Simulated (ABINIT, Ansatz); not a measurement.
# NdAl (Pm-3m): phonons by linear response, part 2 of 3

How does NdAl (Pm-3m) vibrate, and is this structure a minimum?

ABINIT 10.8.3; DFT PBEsol, scalar-relativistic, plane waves, PseudoDojo norm-conserving, 4f in core pseudopotentials (the lanthanide files made for PBE).

So far. Step 4 (Linear response at Γ): The acoustic modes at Γ come out as far as 1.9 cm⁻¹ from zero, where they should vanish, a small numerical error. The relaxed cell has a = 3.677 Å (conventional setting).

### Step 5. Zone-centre analysis

anaddb reads the merged derivatives and imposes the acoustic sum rule.

Contents of anaddb.abi:

```
ddb_filepath "gamma_DDB"
output_file "anaddb.abo"
outdata_prefix "anaddb"
asr 1
chneut 1
enunit 2
eivec 1
nph1l 1
qph1l 0.0 0.0 0.0 1.0
```

Contents of mrgddb.in:

```
gamma_DDB
merged
2
dfpt_gammao_DDB
gso_DDB
```

Started as:

```
$ mrgddb < mrgddb.in > mrgddb.log
$ OMP_NUM_THREADS=1 anaddb anaddb.abi > anaddb.log
```

Numbers of over 12 decimals in the logs are rounded to 6 here.

anaddb.abo, the main output file:

```text
-outvars_anaddb: echo values of input variables ----------------------

 Miscellaneous information :
      enunit         2
       eivec         1
         asr         1
 First list of wavevector (reduced coord.) :
       nph1l         1
       qph1l
                     0.00000000E+00  0.00000000E+00  0.00000000E+00    1.000E+00

================================================================================

 read the DDB information and perform some checks

  ==== Info on the Cryst% object ====
 Real(R)+Recip(G) space primitive vectors, cartesian coordinates (Bohr,Bohr^-1):
 R(1)=  6.9485652  0.0000000  0.0000000  G(1)=  0.1439146  0.0000000  0.0000000
 R(2)=  0.0000000  6.9485652  0.0000000  G(2)=  0.0000000  0.1439146  0.0000000
 R(3)=  0.0000000  0.0000000  6.9485652  G(3)=  0.0000000  0.0000000  0.1439146
 Unit cell volume ucvol=  3.3549451E+02 bohr^3
 Angles (23,13,12)=  9.00000000E+01  9.00000000E+01  9.00000000E+01 degrees
 Time-reversal symmetry is present
 Reduced atomic positions [iatom, xred, symbol]:
    1)    0.5000000  0.5000000  0.5000000  Nd
    2)    0.0000000  0.0000000  0.0000000  Al

 DDB file with 3 blocks has been read.

================================================================================

 Treat the first list of vectors

  Phonon wavevector (reduced coordinates) :  0.00000  0.00000  0.00000
 Phonon energies in Hartree :
   0.000000E+00  0.000000E+00  0.000000E+00  9.443145E-04  9.443145E-04
   9.443145E-04
 Phonon energies in meV     :
-  0.000000E+00  0.000000E+00  0.000000E+00  2.569611E+01  2.569611E+01
-  2.569611E+01
 Phonon frequencies in cm-1    :
-  0.000000E+00  0.000000E+00  0.000000E+00  2.072531E+02  2.072531E+02
-  2.072531E+02
 Phonon frequencies in Thz     :
-  0.000000E+00  0.000000E+00  0.000000E+00  6.213291E+00  6.213291E+00
-  6.213291E+00
 Phonon energies in Kelvin  :
-  0.000000E+00  0.000000E+00  0.000000E+00  2.981909E+02  2.981909E+02
-  2.981909E+02

 Eigendisplacements
 (will be given, for each mode : in cartesian coordinates
   for each atom the real part of the displacement vector,
   then the imaginary part of the displacement vector - absolute values smaller than 1.0d-7 are set to zero)
  Mode number    1   Energy    0.000000E+00
 Attention : low frequency mode.
   (Could be unstable or acoustic mode)
-  1  0.00000000E+00  0.00000000E+00  1.78994934E-03
-     0.00000000E+00  0.00000000E+00  0.00000000E+00
-  2  0.00000000E+00  0.00000000E+00  1.78994963E-03
-     0.00000000E+00  0.00000000E+00  0.00000000E+00
  Mode number    2   Energy    0.000000E+00
 Attention : low frequency mode.
   (Could be unstable or acoustic mode)
-  1  0.00000000E+00 -1.78994934E-03  0.00000000E+00
-     0.00000000E+00  0.00000000E+00  0.00000000E+00
-  2  0.00000000E+00 -1.78994963E-03  0.00000000E+00
-     0.00000000E+00  0.00000000E+00  0.00000000E+00
  Mode number    3   Energy    0.000000E+00
 Attention : low frequency mode.
   (Could be unstable or acoustic mode)
-  1  1.78994934E-03  0.00000000E+00  0.00000000E+00
-     0.00000000E+00  0.00000000E+00  0.00000000E+00
-  2  1.78994963E-03  0.00000000E+00  0.00000000E+00
-     0.00000000E+00  0.00000000E+00  0.00000000E+00
  Mode number    4   Energy    9.443145E-04
-  1  0.00000000E+00  0.00000000E+00  7.74161042E-04
-     0.00000000E+00  0.00000000E+00  0.00000000E+00
-  2  0.00000000E+00  0.00000000E+00 -4.13856936E-03
-     0.00000000E+00  0.00000000E+00  0.00000000E+00
  Mode number    5   Energy    9.443145E-04
-  1  0.00000000E+00 -7.74161042E-04  0.00000000E+00
-     0.00000000E+00  0.00000000E+00  0.00000000E+00
-  2  0.00000000E+00  4.13856936E-03  0.00000000E+00
-     0.00000000E+00  0.00000000E+00  0.00000000E+00
  Mode number    6   Energy    9.443145E-04
-  1  7.74161042E-04  0.00000000E+00  0.00000000E+00
-     0.00000000E+00  0.00000000E+00  0.00000000E+00
-  2 -4.13856936E-03  0.00000000E+00  0.00000000E+00
-     0.00000000E+00  0.00000000E+00  0.00000000E+00

 Analysis of degeneracies and characters (maximum tolerance=1.00E-06 a.u.)
 For each vibration mode, or group of modes if degenerate,
 the characters are given for each symmetry operation (see the list in the log file).
 Symmetry characters of vibration mode #   1
       degenerate with vibration modes #   2 to    3
  3.0 -3.0 -1.0  1.0 -1.0  1.0 -1.0  1.0  1.0 -1.0 -1.0  1.0  1.0 -1.0 -1.0  1.0
 -0.0  0.0 -0.0  0.0  0.0 -0.0  0.0 -0.0  1.0 -1.0 -1.0  1.0 -1.0  1.0  1.0 -1.0
 -0.0  0.0  0.0 -0.0  0.0 -0.0 -0.0  0.0  1.0 -1.0  1.0 -1.0 -1.0  1.0 -1.0  1.0
 Symmetry characters of vibration mode #   4
       degenerate with vibration modes #   5 to    6
  3.0 -3.0 -1.0  1.0 -1.0  1.0 -1.0  1.0  1.0 -1.0 -1.0  1.0  1.0 -1.0 -1.0  1.0
 -0.0  0.0 -0.0  0.0  0.0 -0.0  0.0 -0.0  1.0 -1.0 -1.0  1.0 -1.0  1.0  1.0 -1.0
 -0.0  0.0  0.0 -0.0  0.0 -0.0 -0.0  0.0  1.0 -1.0  1.0 -1.0 -1.0  1.0 -1.0  1.0
-
```

Elapsed: 0.51 s, on 1 thread of Arm Neoverse V2, shared host.

No LO-TO term; unit eigenvectors of the mass-weighted matrix, from anaddb's displacements. Modes at Γ, with each element's share of the kinetic energy:

```tsv
mode	frequency (cm⁻¹)	symmetry	Nd %	Al %
1	0.0	acoustic	84	16
2	0.0	acoustic	84	16
3	0.0	acoustic	84	16
4	207.3	T1u	16	84
5	207.3	T1u	16	84
6	207.3	T1u	16	84
```

Displacements in mode 4 (207.3 cm⁻¹), the largest set to 1:
```
Nd1  0.00  0.00  0.19
Al2  0.00  0.00 -1.00
```

The rule moves no optical mode by more than 0.1 cm⁻¹.

### Step 6. Phonons on a q mesh

Linear response treats each wavevector in the unit cell, with no supercell; the 2×2×2 mesh fixes the range of the force constants to be had.

Contents of dfpt_q.abi:

```
ndtset 3

# wavevectors
qpt1 0.5 0.0 0.0
qpt2 0.5 0.5 0.0
qpt3 0.5 0.5 0.5

# displacements
getwfk_filepath "gso_WFK"
getwfq_filepath "gso_WFK"
kptopt 3
nqpt 1
rfphon 1
rfatpol 1 2
rfdir 1 1 1
tolvrs 1.0d-10
prtwf 0

# basis, mesh and filling
ecut 22.0
ixc -116133
ngkpt 10 10 10
nshiftk 1
shiftk 0.0 0.0 0.0
istwfk *1
occopt 6
tsmear 0.01
nband 13
nstep 100
diemac 1000000.0
prtebands 0
prtgsr 0
useylm 1

# cell and atoms
acell 3*1.0 Angstrom
rprim 
    3.677022376 0.0 0.0
    0.0 3.677022376 0.0
    0.0 0.0 3.677022376
ntypat 2
znucl 60 13
natom 2
typat 1 2
xred 
    0.5 0.5 0.5
    0.0 0.0 0.0
pp_dirpath "./pseudo"
pseudos "Nd.upf, Al.upf"
```

Started as:

```
$ OMP_NUM_THREADS=1 mpirun -n 4 abinit dfpt_q.abi > dfpt_q.log
```

dfpt_q.abo, the main output file:

```text
[banners, grids, parts of the stress and lines that vanish by symmetry left out]
- input  file    -> dfpt_q.abi
- output file    -> dfpt_q.abo
- root for input  files -> dfpt_qi
[...]
DATASET    1 : space group Pm -3 m (#221); Bravais cP (primitive cubic)
[...]
nfft =       27000          nkpt =        1000
[...]
DATASET    2 : space group Pm -3 m (#221); Bravais cP (primitive cubic)
[...]
nfft =       27000          nkpt =        1000
[...]
DATASET    3 : space group Pm -3 m (#221); Bravais cP (primitive cubic)
[...]
nfft =       27000          nkpt =        1000
[...]
== DATASET  1 ==================================================================
[...]
cutoff_energies: {ecut:  22.0, pawecutdg:  -1.0, }
[...]
Perturbation : displacement of atom   1   along direction   1
[...]
-ETOT  1   12.426990718856     -1.067E+03 2.663E+00 4.202E+04
 ETOT  2   4.631294     -7.796E+00 4.063E-01 5.857E+02
 ETOT  3   4.508205     -1.231E-01 2.642E-02 1.183E+01
 ETOT  4   4.505703     -2.501E-03 3.200E-03 5.342E-02
 ETOT  5   4.505662     -4.156E-05 5.042E-04 6.623E-04
[...]
At SCF step   10       vres2   =  2.01E-12 < tolvrs=  1.00E-10 =>converged.
[...]
Perturbation : displacement of atom   1   along direction   2
[...]
-ETOT  1   2.174862     -8.244E+02 2.564E+00 8.997E+01
[...]
At SCF step    9       vres2   =  1.16E-12 < tolvrs=  1.00E-10 =>converged.
[...]
Perturbation : displacement of atom   2   along direction   1
[...]
-ETOT  1   12.554512602764     -3.485E+01 1.610E+00 5.282E+04
[...]
At SCF step   10       vres2   =  9.46E-12 < tolvrs=  1.00E-10 =>converged.
[...]
Perturbation : displacement of atom   2   along direction   2
[...]
-ETOT  1   2.263853     -2.632E+01 1.904E+00 2.297E+02
[...]
At SCF step    8       vres2   =  1.01E-11 < tolvrs=  1.00E-10 =>converged.
[...]
Phonon wavevector (reduced coordinates) :  0.50000  0.00000  0.00000
 Phonon energies in Hartree :
[...]
Phonon frequencies in cm-1    :
-  8.217262E+01  8.217262E+01  1.307512E+02  2.065786E+02  2.065786E+02
-  2.161682E+02
[...]
== DATASET  2 ==================================================================
[...]
cutoff_energies: {ecut:  22.0, pawecutdg:  -1.0, }
[...]
- 13.00000   3.00000  180301                  znucl, zion, pspdat
[...]
Perturbation : displacement of atom   1   along direction   1
[...]
-ETOT  1   6.226060     -9.047E+02 3.134E+00 3.148E+03
[...]
At SCF step    8       vres2   =  1.32E-11 < tolvrs=  1.00E-10 =>converged.
[...]
Perturbation : displacement of atom   2   along direction   1
[...]
-ETOT  1   3.063119     -3.179E+01 1.141E+00 7.428E+01
[...]
ETOT  6   3.030314     -4.268E-10 2.995E-05 4.270E-09
 ETOT  7   3.030314     -1.442E-12 5.456E-06 2.230E-11
 At SCF step    7       vres2   =  2.23E-11 < tolvrs=  1.00E-10 =>converged.
[...]
Phonon wavevector (reduced coordinates) :  0.50000  0.50000  0.50000
 Phonon energies in Hartree :
[...]
Phonon frequencies in cm-1    :
-  1.291915E+02  1.291915E+02  1.291915E+02  2.479246E+02  2.479246E+02
-  2.479246E+02
[...]
strten2     0.0000000000E+00  0.0000000000E+00  0.0000000000E+00
           strten3     0.0000000000E+00  0.0000000000E+00  0.0000000000E+00
================================================================================
```

The job ended after 10 min (4 MPI ranks).

Read from the output:

```yaml
lowest_mode_on_the_q_mesh_acoustic_ones_at_the_zone_centre_apart: 18.12 cm⁻¹
```

Frequencies (cm⁻¹) before the sum rule at the irreducible wavevectors but Γ, which is solved apart; negative means imaginary. Frequencies by wavevector:

```tsv
q (fractions)	star	mode 1	mode 2	mode 3	mode 4	mode 5	mode 6
0.5 0 0	3	82.17	82.17	130.8	206.6	206.6	216.2
0.5 0.5 0	3	18.12	18.12	60.2	223.8	249.8	249.8
0.5 0.5 0.5	1	129.2	129.2	129.2	247.9	247.9	247.9
```

### Step 7. Interpolated phonon bands

anaddb transforms the dynamical matrices to force constants and back along the path; points of the mesh come back as solved, but for the sum rule and, in polar crystals, the LO-TO term at Γ; the rest is interpolation.

Contents of anaddb.abi:

```
ddb_filepath "all_DDB"
output_file "anaddb.abo"
outdata_prefix "anaddb"
ifcflag 1
ngqpt 2 2 2
nqshft 1
q1shft 0.0 0.0 0.0
asr 1
chneut 0
dipdip 0
dipquad 0
quadquad 0
enunit 0
eivec 0
nph1l 62
qph1l 
    0.0 0.0 0.0 1.0
    0.0 0.05 0.0 1.0
    0.0 0.1 0.0 1.0
    0.0 0.15 0.0 1.0
    0.0 0.2 0.0 1.0
    0.0 0.25 0.0 1.0
    0.0 0.3 0.0 1.0
    0.0 0.35 0.0 1.0
    0.0 0.4 0.0 1.0
    0.0 0.45 0.0 1.0
    0.0 0.5 0.0 1.0
    0.05 0.5 0.0 1.0
    0.1 0.5 0.0 1.0
    0.15 0.5 0.0 1.0
    0.2 0.5 0.0 1.0
    0.25 0.5 0.0 1.0
    0.3 0.5 0.0 1.0
    0.35 0.5 0.0 1.0
    0.4 0.5 0.0 1.0
    0.45 0.5 0.0 1.0
    0.5 0.5 0.0 1.0
    0.45 0.45 0.0 1.0
    0.4 0.4 0.0 1.0
    0.35 0.35 0.0 1.0
    0.3 0.3 0.0 1.0
    0.25 0.25 0.0 1.0
    0.2 0.2 0.0 1.0
    0.15 0.15 0.0 1.0
    0.1 0.1 0.0 1.0
    0.05 0.05 0.0 1.0
    0.0 0.0 0.0 1.0
    0.05 0.05 0.05 1.0
    0.1 0.1 0.1 1.0
    0.15 0.15 0.15 1.0
    0.2 0.2 0.2 1.0
    0.25 0.25 0.25 1.0
    0.3 0.3 0.3 1.0
    0.35 0.35 0.35 1.0
    0.4 0.4 0.4 1.0
    0.45 0.45 0.45 1.0
    0.5 0.5 0.5 1.0
    0.45 0.5 0.45 1.0
    0.4 0.5 0.4 1.0
    0.35 0.5 0.35 1.0
    0.3 0.5 0.3 1.0
    0.25 0.5 0.25 1.0
    0.2 0.5 0.2 1.0
    0.15 0.5 0.15 1.0
    0.1 0.5 0.1 1.0
    0.05 0.5 0.05 1.0
    0.0 0.5 0.0 1.0
    0.5 0.5 0.5 1.0
    0.5 0.5 0.45 1.0
    0.5 0.5 0.4 1.0
    0.5 0.5 0.35 1.0
    0.5 0.5 0.3 1.0
    0.5 0.5 0.25 1.0
    0.5 0.5 0.2 1.0
    0.5 0.5 0.15 1.0
    0.5 0.5 0.1 1.0
    0.5 0.5 0.05 1.0
    0.5 0.5 0.0 1.0
```

Contents of mrgddb.in:

```
all_DDB
merged
4
dfpt_gammao_DDB
dfpt_qo_DS1_DDB
dfpt_qo_DS2_DDB
dfpt_qo_DS3_DDB
```

Started as:

```
$ mrgddb < mrgddb.in > mrgddb.log
$ OMP_NUM_THREADS=1 anaddb anaddb.abi > anaddb.log
```

anaddb.abo, the main output file:

```text
[banners, grids, parts of the stress and lines that vanish by symmetry left out]
-outvars_anaddb: echo values of input variables ----------------------

 Flags :
[...]
Phonon wavevector (reduced coordinates) :  0.00000  0.00000  0.00000
 Phonon energies in Hartree :
[...]
Phonon frequencies in cm-1    :
-  0.000000E+00  0.000000E+00  0.000000E+00  2.072531E+02  2.072531E+02
-  2.072531E+02
[...]
Phonon wavevector (reduced coordinates) :  0.00000  0.05000  0.00000
 Phonon energies in Hartree :
[...]
Phonon frequencies in cm-1    :
-  1.281236E+01  1.281236E+01  1.983557E+01  2.072390E+02  2.072390E+02
-  2.075356E+02
[...]
Phonon wavevector (reduced coordinates) :  0.00000  0.10000  0.00000
 Phonon energies in Hartree :
[...]
Phonon frequencies in cm-1    :
-  2.531390E+01  2.531390E+01  3.924849E+01  2.071974E+02  2.071974E+02
-  2.083409E+02
[...]
Phonon wavevector (reduced coordinates) :  0.00000  0.15000  0.00000
 Phonon energies in Hartree :
[...]
Phonon frequencies in cm-1    :
-  3.720073E+01  3.720073E+01  5.781960E+01  2.071309E+02  2.071309E+02
-  2.095505E+02
[...]
Phonon wavevector (reduced coordinates) :  0.00000  0.20000  0.00000
 Phonon energies in Hartree :
[...]
Phonon frequencies in cm-1    :
-  4.818275E+01  4.818275E+01  7.513571E+01  2.070439E+02  2.070439E+02
-  2.109919E+02
[...]
Phonon wavevector (reduced coordinates) :  0.00000  0.25000  0.00000
 Phonon energies in Hartree :
[...]
Phonon frequencies in cm-1    :
-  5.799010E+01  5.799010E+01  9.079066E+01  2.069430E+02  2.069430E+02
-  2.124713E+02
  Phonon wavevector (reduced coordinates) :  0.00000  0.30000  0.00000
 Phonon energies in Hartree :
[...]
Phonon frequencies in cm-1    :
-  6.637940E+01  6.637940E+01  1.043849E+02  2.068369E+02  2.068369E+02
-  2.138102E+02
  Phonon wavevector (reduced coordinates) :  0.00000  0.35000  0.00000
 Phonon energies in Hartree :
[...]
Phonon frequencies in cm-1    :
-  7.313971E+01  7.313971E+01  1.155262E+02  2.067365E+02  2.067365E+02
-  2.148794E+02
  Phonon wavevector (reduced coordinates) :  0.00000  0.40000  0.00000
 Phonon energies in Hartree :
[...]
Phonon frequencies in cm-1    :
-  7.809840E+01  7.809840E+01  1.238384E+02  2.066533E+02  2.066533E+02
-  2.156192E+02
  Phonon wavevector (reduced coordinates) :  0.00000  0.45000  0.00000
 Phonon energies in Hartree :
[...]
Phonon frequencies in cm-1    :
-  8.112680E+01  8.112680E+01  1.289878E+02  2.065981E+02  2.065981E+02
-  2.160362E+02
  Phonon wavevector (reduced coordinates) :  0.00000  0.50000  0.00000
 Phonon energies in Hartree :
[...]
Phonon frequencies in cm-1    :
-  8.214527E+01  8.214527E+01  1.307340E+02  2.065788E+02  2.065788E+02
-  2.161684E+02
  Phonon wavevector (reduced coordinates) :  0.05000  0.50000  0.00000
 Phonon energies in Hartree :
[...]
Phonon frequencies in cm-1    :
-  8.087260E+01  8.167788E+01  1.280065E+02  2.070166E+02  2.084528E+02
-  2.171686E+02
  Phonon wavevector (reduced coordinates) :  0.10000  0.50000  0.00000
 Phonon energies in Hartree :
[...]
Phonon frequencies in cm-1    :
-  7.720009E+01  8.030606E+01  1.205701E+02  2.082821E+02  2.133312E+02
-  2.199967E+02
  Phonon wavevector (reduced coordinates) :  0.15000  0.50000  0.00000
 Phonon energies in Hartree :
[...]
Phonon frequencies in cm-1    :
-  7.149963E+01  7.812145E+01  1.098725E+02  2.102378E+02  2.197752E+02
-  2.242045E+02
[...]
Phonon wavevector (reduced coordinates) :  0.40000  0.50000  0.40000
 Phonon energies in Hartree :
[...]
Phonon frequencies in cm-1    :
-  1.124178E+02  1.177600E+02  1.246125E+02  2.427262E+02  2.478551E+02
-  2.487195E+02
  Phonon wavevector (reduced coordinates) :  0.35000  0.50000  0.35000
 Phonon energies in Hartree :
[...]
Phonon frequencies in cm-1    :
-  9.412325E+01  1.064407E+02  1.193412E+02  2.369830E+02  2.468542E+02
-  2.485314E+02
  Phonon wavevector (reduced coordinates) :  0.30000  0.50000  0.30000
 Phonon energies in Hartree :
[...]
Phonon frequencies in cm-1    :
-  7.298519E+01  9.558425E+01  1.127215E+02  2.302053E+02  2.445009E+02
-  2.468095E+02
  Phonon wavevector (reduced coordinates) :  0.25000  0.50000  0.25000
 Phonon energies in Hartree :
[...]
Phonon frequencies in cm-1    :
-  5.391139E+01  8.932337E+01  1.054179E+02  2.233427E+02  2.406476E+02
-  2.429961E+02
  Phonon wavevector (reduced coordinates) :  0.20000  0.50000  0.20000
 Phonon energies in Hartree :
[...]
Phonon frequencies in cm-1    :
-  4.527659E+01  9.087740E+01  9.815849E+01  2.172268E+02  2.354405E+02
-  2.368773E+02
  Phonon wavevector (reduced coordinates) :  0.15000  0.50000  0.15000
 Phonon energies in Hartree :
[...]
Phonon frequencies in cm-1    :
-  5.207010E+01  9.165623E+01  1.000688E+02  2.124038E+02  2.286404E+02
-  2.293048E+02
[...]
Phonon wavevector (reduced coordinates) :  0.50000  0.50000  0.05000
 Phonon energies in Hartree :
[...]
Phonon frequencies in cm-1    :
-  2.690862E+01  2.690862E+01  6.275938E+01  2.243955E+02  2.497291E+02
-  2.497291E+02
  Phonon wavevector (reduced coordinates) :  0.50000  0.50000  0.00000
 Phonon energies in Hartree :
[...]
Phonon frequencies in cm-1    :
-  1.802933E+01  1.802933E+01  6.015786E+01  2.237735E+02  2.497714E+02
-  2.497714E+02
-
```

The job ended after 0.52 s (1 thread).

Read from the output:

| Property | Result |
| --- | --- |
| lowest frequency on the path | 0 cm⁻¹ |

Anaddb. Phonon branches along the path, in cm⁻¹:

```tsv
point	branch 1	branch 2	branch 3	branch 4	branch 5	branch 6
Γ	0	0	0	207	207	207
halfway	58	58	91	207	207	212
X	82	82	131	207	207	216
halfway	56	72	83	215	233	234
M	18	18	60	224	250	250
halfway	28	66	104	209	211	232
Γ	0	0	0	207	207	207
halfway	76	76	81	226	228	228
R	129	129	129	248	248	248
halfway	54	89	105	223	241	243
X	82	82	131	207	207	216
jump to R	129	129	129	248	248	248
halfway	92	92	101	236	249	249
M	18	18	60	224	250	250
```

The phonon branches as a text plot (rows in cm⁻¹):

```
    245 |            ******                **********     *******
    234 |          **     ****           ***      ** **      *
    224 |         ** ***** ** **       **           * **      ***
    213 | ***********     ***** ** *****             *****
    203 |*********            *********                 **
    193 |
    182 |
    172 |
    161 |
    151 |
    141 |
    130 |      ***                           ****       ***
    120 |     *                             **  ***        *
    109 |    *    *          *             *     ****  *    *
     99 |          *       ** *      **     *     ** **      *
     88 |   *                  *       * ***        *****    *
     78 |     ******      *         *   ***        *    **    *
     68 |    *    *****  *****                         *       **
     57 |  **        * ***    * *      *            * *       *
     47 |           *          *     **              *         *
     36 | **         ** *       ** *
     26 | *           *  *******    *                           *
     16 |*             **       ** *
      5 |                        **
         Γ      X      M          Γ            R        X|R     M
```

All branches are real along the path.

(Part 2 of 3 ends here.)

[Host names and launcher messages were left out of these logs when they were recorded.]

[Logs are printed without paths, hosts, clocks, repeated set-up lines and the standing remarks that a program may print on its own settings, such as how far it seeks lower states.]

[Hosts, paths, dates, database ids (printed as entryN), source tags and the programs' standing remarks are cut or masked in the printed files.]
